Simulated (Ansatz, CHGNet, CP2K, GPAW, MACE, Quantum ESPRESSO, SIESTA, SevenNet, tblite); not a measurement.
**Random packing of 40Si3N4-60SiO2 (mol %) (92 atoms) in other programs, against a plane-wave reference**

Wanted: errors and costs of other methods on random packing of 40Si3N4-60SiO2 (mol %) (92 atoms). A plane-wave run serves as the reference.

Calculated with Quantum ESPRESSO 7.5; Kohn-Sham DFT, PBE, SSSP efficiency 1.3.0 pseudopotentials, plane waves.

### 1. The system as given

The cell holds 92 atoms: 36 Si, 32 N and 24 O. Cell: a = 10.618 Å, b = 10.618 Å, c = 10.618 Å, α = 90.0°, β = 90.0°, γ = 90.0°. 92 atoms (36 Si, 32 N, 24 O) packed at random in a cube at 2.56 g/cm³ and pushed apart as soft spheres, cations and anions kept from their own kind; a start for melting by ab initio MD, not an equilibrated structure. Then every atom was moved at random, 0.05 Å r.m.s. a Cartesian component.

### 2. Plane-wave reference

File pw.in:

```
&control
  calculation = 'scf'
  pseudo_dir = './pseudo'
  outdir = './tmp'
  disk_io = 'none'
  tprnfor = .true.
  tstress = .true.
/
&system
  ibrav = 0
  nat = 92
  ntyp = 3
  ecutwfc = 60
  ecutrho = 480
  nosym = .true.
  occupations = 'smearing'
  smearing = 'fd'
  degauss = 0.003675
/
&electrons
  conv_thr = 4.6e-07
  electron_maxstep = 100
  mixing_beta = 0.4
  mixing_mode = 'plain'
  diagonalization = 'david'
/
ATOMIC_SPECIES
Si 28.085 Si.upf
N 14.007 N.upf
O 15.999 O.upf
CELL_PARAMETERS angstrom
10.61780 0.00000 0.00000
0.00000 10.61780 0.00000
0.00000 0.00000 10.61780
ATOMIC_POSITIONS crystal
Si 0.21098 0.28188 0.03810
Si 0.01739 0.62506 0.03996
Si 0.04966 0.99366 0.75042
Si 0.46118 0.81824 0.44508
Si 0.35870 0.60179 0.89665
Si 0.53428 0.47117 0.65541
Si 0.02659 0.25359 0.77312
Si 0.71986 0.28942 0.69050
Si 0.35563 0.12499 0.61692
Si 0.18153 0.72390 0.20374
Si 0.86288 0.72757 0.18514
Si 0.65300 0.89397 0.12778
[... 76 atom lines left out ...]
O 0.62495 0.32358 0.54506
O 0.49561 0.10037 0.72628
O 0.06842 0.63862 0.29760
O 0.50602 0.72724 0.03236
K_POINTS gamma
```

The run is started by

```sh
$ OMP_NUM_THREADS=1 mpirun -np 4 pw.x -in pw.in > output.txt
```

The log of the run:

```text
Program PWSCF
     gamma-point specific algorithms are used
     one sub-group per band group will be used
     scalapack distributed-memory algorithm (size of sub-group:  2*  2 procs)
     Parallelization info
     sticks:   dense  smooth     PW     G-vecs:    dense   smooth      PW
     Min        3837    1919    478               358546   126741   15826
     Max        3840    1922    480               358556   126750   15832
     Sum       15353    7685   1917              1434195   506991   63317
     bravais-lattice index     =            0
     lattice parameter (alat)  =      20.0647  a.u.
     unit-cell volume          =    8077.9326 (a.u.)^3
     number of atoms/cell      =           92
     number of atomic types    =            3
     number of electrons       =       448.00
[... lines left out ...]
     scf convergence threshold =      4.6E-07
[... lines left out ...]
     number of k points=     1  Fermi-Dirac smearing, width (Ry)=  0.0037
[... lines left out ...]
     total energy              =   -2034.98125573 Ry
[... lines left out ...]
     total energy              =   -2029.19762004 Ry
[... lines left out ...]
     total energy              =   -2040.95834485 Ry
[... lines left out ...]
     total energy              =   -2047.89077136 Ry
[... lines left out ...]
     total energy              =   -2047.89077138 Ry
[... lines left out ...]
   -14.1273 -13.9169 -13.6712 -13.2567 -13.0127 -12.9556 -12.6900 -12.6745
   -12.5442 -12.4052 -12.3580 -12.0832 -11.5440 -11.3851 -11.2847 -10.7372
[...]
6.6190   6.6580   6.7029   6.7727   6.8410   6.9496   6.9915   7.1726
     7.2021   7.3940   7.4223   7.4790   7.5743   7.6679   7.7242   7.7869
     7.8825   7.9986   8.0304   8.1897   8.3294
     the Fermi energy is     5.6704 ev
!    total energy              =   -2047.89077101 Ry
     estimated scf accuracy    <       0.00000045 Ry
     smearing contrib. (-TS)   =      -0.03853147 Ry
     internal energy E=F+TS    =   -2047.85223954 Ry
     The total energy is F=E-TS. E is the sum of the following terms:
     one-electron contribution =    -546.23453850 Ry
     hartree contribution      =     523.04015257 Ry
     xc contribution           =    -560.21861952 Ry
     ewald contribution        =   -1235.58732411 Ry
     one-center paw contrib.   =    -228.85190997 Ry
     convergence has been achieved in  59 iterations
     Forces acting on atoms (cartesian axes, Ry/au):
     atom    1 type  1   force =    -0.00138268   -0.10673190    0.09035773
     atom    2 type  1   force =     0.06063140   -0.01137420   -0.03467493
     atom    3 type  1   force =     0.05845877   -0.05556274   -0.05426322
[...]
atom   91 type  3   force =     0.02940512    0.12016846    0.00663740
     atom   92 type  3   force =    -0.00051357   -0.00956554    0.00264175
     Total force =     1.041860     Total SCF correction =     0.001538
     Computing stress (Cartesian axis) and pressure
          total   stress  (Ry/bohr**3)                   (kbar)     P=     -137.27
  -0.00091259  -0.00005032  -0.00001217         -134.25       -7.40       -1.79
  -0.00005032  -0.00100224   0.00002030           -7.40     -147.43        2.99
  -0.00001217   0.00002030  -0.00088459           -1.79        2.99     -130.13
     Message from routine punch:
     Nothing written, as per user request (disk_io='none')
```

Run time: 9.7 min. Hardware: 4 MPI ranks of Arm Neoverse V1, shared host; peak memory 4.3 GiB.

Banners and routine set-up lines are dropped from the logs; longer cuts are marked.

Numbers from this run:

* r.m.s. force component: 1.612 eV/Å
* longest force: 5.323 eV/Å
* pressure: -13.73 GPa

### 3. The other programs

The programs:
- CHGNet: machine-learned potential, published weights.
- CP2K 2026.2: Gaussian basis with GTH pseudopotentials and a plane-wave density; labels give functional, basis (MOLOPT sets; SR short-range, UZH the newer set with its own potentials), grid cutoff/relative cutoff and solver (OT: orbital transformation; TRS4, TC2, SIGN: linear-scaling purification with its sparsity filter), or its built-in tight binding.
- GPAW 26.7.0: PAW with atomic orbitals (LCAO), plane waves or a real-space grid of spacing h.
- MACE: machine-learned potential, published weights.
- Quantum ESPRESSO 7.5: plane waves; labels (QE) give functional, pseudopotential set and cutoffs of waves/density.
- SIESTA 5.4.2: numerical atomic orbitals, whose automatically made sets are far from complete, with PseudoDojo norm-conserving potentials that we converted to its format (checked against plane waves on the same files for H, C, O, Si, Ge and Ca alone); labels give functional, basis size, energy shift and mesh cutoff.
- SevenNet: machine-learned potential, published weights.
- tblite 0.8.0: extended tight binding, driven from Python.

All use the same cell and atoms; the electronic-structure runs use the same k-mesh, and an electronic temperature of 580 K (0.05 eV) where levels are smeared.

Differences are against the plane-wave reference, forces as r.m.s. over components; share is that over the reference's r.m.s. force, slope the least-squares factor from reference forces to these. Total energies of different programs have different zeros and aren't compared.

| run | Δ force, r.m.s. (meV/Å) | share (%) | slope | Δ pressure (GPa) | cores | CPU time | memory (GiB) |
| --- | --- | --- | --- | --- | --- | --- | --- |
| reference | - | - | - | - | 4 | 39 min | 4.3 |
| CHGNet r2SCAN potential | 814 | 50.5 | 1.075 | -5.26 | 1 | 4.7 s | 1.4 |
| CP2K PBE, DZVP-MOLOPT-SR, 600/50 Ry, diagonalisation | 61.5 | 3.82 | 0.997 | 0.710 | 4 | 13 min | 4.4 |
| CP2K PBE, SZV-MOLOPT-SR, 600/50 Ry, diagonalisation (coarse) | 1350 | 83.7 | 0.782 | 24.6 | 2 | 8.2 min | 3.4 |
| GPAW PBE, LCAO dzp, h 0.18 Å | 291 | 18.1 | 0.952 | - | 1 | 10 min | 1.7 |
| GPAW PBE, LCAO dzp, h 0.25 Å (coarse) | 559 | 34.7 | 0.937 | - | 1 | 5.3 min | 0.78 |
| GPAW PBE, LCAO sz(dzp), h 0.18 Å (coarse) | 1489 | 92.3 | 0.720 | - | 1 | 2.7 min | 1.3 |
| MACE MPA-0 medium potential | 466 | 28.9 | 0.964 | 0.260 | 1 | 9 s | 1.1 |
| QE PBE, gbrv-1.5, 40/200 Ry | 15.2 | 0.941 | 1.003 | 0.159 | 2 | 18 min | 1.4 |
| SIESTA PBE, DZP, shift 0.01 Ry, mesh 100 Ry (coarse) | 226 | 14.0 | 0.963 | 1.53 | 2 | 2.7 min | 0.73 |
| SIESTA PBE, DZP, shift 0.01 Ry, mesh 500 Ry | 222 | 13.8 | 0.960 | 1.53 | 2 | 16 min | 2.3 |
| SIESTA PBE, SZ, shift 0.01 Ry, mesh 500 Ry (coarse) | 1574 | 97.6 | 0.725 | 19.9 | 1 | 4.7 min | 0.94 |
| SIESTA PBE, SZP, shift 0.01 Ry, mesh 500 Ry (coarse) | 550 | 34.1 | 0.927 | 4.58 | 2 | 13 min | 2.1 |
| SevenNet l3i5 potential | 549 | 34.0 | 0.961 | -0.813 | 1 | 14 s | 1.6 |
| tblite GFN1-xTB | 637 | 39.5 | 1.054 | -4.14 | 1 | 6.2 s | 0.13 |

Rows marked coarse use a setting chosen to be so.

Times of the machine-learned potentials are mostly Python's start and the loading of weights.

CPU time is summed over cores on a shared host, where runs went side by side, so it is rough. Symmetry, cutoffs, thresholds, outputs and thread counts weren't matched or tuned between programs; memory under MPI is the largest rank's times the ranks.

Runs without a result: CP2K GFN1-xTB, diagonalisation (not converged).

Mean charges by element (e), by run and scheme:

| run | scheme | Si | N | O |
| --- | --- | --- | --- | --- |
| CP2K PBE, DZVP-MOLOPT-SR, 600/50 Ry, diagonalisation | Mulliken | +0.44 | -0.22 | -0.37 |
| CP2K PBE, DZVP-MOLOPT-SR, 600/50 Ry, diagonalisation | Hirshfeld | +0.29 | -0.17 | -0.22 |
| SIESTA PBE, DZP, shift 0.01 Ry, mesh 500 Ry | Hirshfeld | +0.23 | -0.14 | -0.16 |
| tblite GFN1-xTB | Mulliken | +0.32 | -0.13 | -0.32 |

Within one program, basis, potentials and functional, energies share a zero. Each run against its twin at the usual cutoff or grid and solver:

```csv
run,twin,Δ energy (meV/atom),"Δ force, r.m.s. (meV/Å)",CPU time over the twin's
"GPAW PBE, LCAO dzp, h 0.25 Å","LCAO dzp, h 0.18 Å",311,459,0.52
"SIESTA PBE, DZP, shift 0.01 Ry, mesh 100 Ry","DZP, shift 0.01 Ry, mesh 500 Ry",2.31,51.3,0.17
```

### 4. Results

```
reference r.m.s. force component                       : 1.61 eV/Å
nearest in forces                                      : QE PBE, gbrv-1.5, 40/200 Ry, 0.94 %
farthest in forces                                     : SIESTA PBE, SZ, shift 0.01 Ry, mesh 500 Ry (coarse), 98 %
cheapest electronic-structure run beside the reference : tblite GFN1-xTB, 6.2 s of CPU time
```

**Reading.** PBE on plane waves or a grid with other potentials, cutoffs or grids, coarse settings apart, differs from the reference by 0.94 % (QE PBE, gbrv-1.5, 40/200 Ry) of the r.m.s. force; this holds the reference's own error, so differences of a few per cent don't tell which side is nearer the exact PBE result. The PBE runs in local orbitals, coarse settings apart, differ by 3.8 % (CP2K PBE, DZVP-MOLOPT-SR, 600/50 Ry, diagonalisation) to 18 % (GPAW PBE, LCAO dzp, h 0.18 Å); basis, grid and potentials can all enter. Tight binding differs by 40 % (tblite GFN1-xTB); it is another model, with fitted parameters of its own, and the xTB methods hold dispersion. Machine-learned potentials differ by 29 % (MACE MPA-0 medium potential) to 50 % (CHGNet r2SCAN potential); they were trained on other programs' data, some at another functional. Runs with settings chosen to be coarse differ by 14 % (SIESTA PBE, DZP, shift 0.01 Ry, mesh 100 Ry) to 98 % (SIESTA PBE, SZ, shift 0.01 Ry, mesh 500 Ry), their programs' other errors included. Of the electronic-structure runs that take under half the reference's CPU time, QE PBE, gbrv-1.5, 40/200 Ry comes nearest, at 0.94 % in 18 min against 39 min. In pressure, CP2K PBE, SZV-MOLOPT-SR, 600/50 Ry, diagonalisation misses by +24.6 GPa, at the same functional. Charges hang on model, scheme and program or settings: among these rows the mean for Si runs from +0.23 to +0.44 e. In the reference: levels near the Fermi energy are neither full nor empty under the smearing, so no gap is quoted. Periodic xTB results under one method name differ between programs and library versions. The reference's pressure holds the uncorrected Pulay stress of its 60 Ry basis, so small pressure differences, and their order, may be the reference's own error. Machine-learned potentials mimic data converged in k, so the reference's own k-point error enters their differences. The reference's pressure of -14 GPa belongs to unrelaxed atoms and would change as they relax. The electronic-structure runs sample only Γ, in a cell whose shortest periodic width is 11 Å, which is coarse for a cell with partly filled levels.

[Long decimals in the printed logs are rounded to 6 places.]

[Also dropped from logs without a mark: lines with file paths, logging warnings of Python, QE's lines on negative density and diagonalisation, SIESTA's first energy breakdown, zero terms and Voronoi charges.]

[Logs are printed without paths, hosts, clocks, repeated set-up lines and the standing remarks that a program may print on its own settings, such as how far it seeks lower states.]

[Hosts, paths, dates, database ids (printed as entryN), source tags and the programs' standing remarks are cut or masked in the printed files.]

[Not all failed runs are listed: runs killed by the host, ended in a Python traceback or in CONQUEST's support-function errors, and SIESTA runs with faulty potentials for Cu, Fe, Ni or Zn are left out.]
